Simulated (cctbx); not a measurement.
## Diagnosing a refinement

Cell a = 19.4360 Å, b = 3.7690 Å, c = 7.2650 Å, α = 90.00°, β = 108.07°, γ = 90.00°; space group C2/m (no. 12).

The data are simulated with cctbx, not measured: Mo Kα, λ = 0.71073 Å, to d = 0.6 Å, 50 % of the full sphere, strongest reflection 20000 counts, noise from counting, a 4 % proportional error and a noise floor of 8 counts (s.d.); no absorption.

An anisotropic refinement with weights 1/σ² prints:

```text
Rint 0.032, 1238 unique reflections to 0.60 A
cycle     R1     wR2    GooF  max shift (A)
   1  0.0488  0.1135   2.301   0.00326
   3  0.0486  0.1100   2.230   0.00025
final R1 0.0486 wR2 0.1100 GooF 2.230  parameters 34  data/parameter 36.4
atom        x        y        z      Ueq    occ   su(xyz)  su(Uiso or U11)
I1     0.33451  0.00000  0.00449   0.0048  1.000  0.00005  0.0002
Cl1    0.00000  0.00000  0.00000   0.0078  1.000  0.00000  0.0007
Mg1    0.25584  0.00000  0.31099   0.0088  1.000  0.00034  0.0008
Mg2    0.09006  0.50000  0.31073   0.0089  1.000  0.00034  0.0008
Mg3    0.42532  0.50000  0.30913   0.0092  1.000  0.00034  0.0008
C1     0.33442  0.50000  0.50119   0.0196  1.000  0.00101  0.0031
difference map: max 21.33 min -1.92 rms 0.42
Q1    0.0000  0.5000  0.5000    2   21.33  2.52 A from Mg3
Q2    0.1660  0.0000  0.4971    4    3.99  0.02 A from C1
Q3    0.1659  0.5000  0.0027    4    2.60  0.05 A from I1
Q4    0.0054  0.5000  0.6228    4    1.71  2.06 A from Mg2
Q5    0.0306  0.4031  0.5987    8    1.14  1.77 A from Mg3
Q6    0.0233  0.3329  0.4599    8    1.08  2.03 A from Mg2
```

**Question.** Can this result stand? If not, what is the likely fault?

Mend it. The fault: an atom left out, C at (0, 1/2, 1/2). Against the right model at the same level, R1 goes from 0.0200 to 0.0486 and GooF from 0.94 to 2.23 and the top difference peak, 21.3 e/Å³, lies 2.52 Å from Mg3. Q1 is the missing atom. With scattering power missing, scale and phases suffer, so peaks may also grow on the heavy atoms.

The compound is Mg6C3I2Cl. The right model at the same level gives:

```text
Rint 0.032, 1238 unique reflections to 0.60 A
cycle     R1     wR2    GooF  max shift (A)
   1  0.0203  0.0473   0.960   0.00069
   2  0.0200  0.0466   0.945   0.00002
final R1 0.0200 wR2 0.0466 GooF 0.945  parameters 38  data/parameter 32.6
atom        x        y        z      Ueq    occ   su(xyz)  su(Uiso or U11)
I1     0.33450  0.00000  0.00443   0.0049  1.000  0.00002  0.0001
Cl1    0.00000  0.00000  0.00000   0.0078  1.000  0.00000  0.0003
Mg1    0.25592  0.00000  0.31110   0.0089  1.000  0.00014  0.0003
Mg2    0.09009  0.50000  0.31067   0.0092  1.000  0.00014  0.0004
Mg3    0.42536  0.50000  0.30944   0.0095  1.000  0.00015  0.0004
C1     0.33433  0.50000  0.50169   0.0109  1.000  0.00035  0.0010
C2     0.00000  0.50000  0.50000   0.0105  1.000  0.00000  0.0013
difference map: max 0.94 min -0.97 rms 0.19
Q1    0.0681  0.5000  0.3586    4    0.94  0.63 A from Mg2
Q2    0.0324  0.0000  0.7686    4    0.81  1.13 A from Mg3
Q3    0.2422  0.5000  0.6035    4    0.80  0.61 A from Mg1
Q4    0.1980  0.5000  0.3848    4    0.77  2.00 A from Mg2
Q5    0.0879  0.0000  0.6160    4    0.77  0.67 A from Mg3
Q6    0.0461  0.0000  0.1649    4    0.70  1.25 A from Cl1
```

This is a model crystal, built by substitution and not relaxed, with assumed displacement parameters.

[Middle refinement cycles are left out of these outputs.]

[Logs are printed without paths, hosts, clocks, repeated set-up lines and the standing remarks that a program may print on its own settings, such as how far it seeks lower states.]
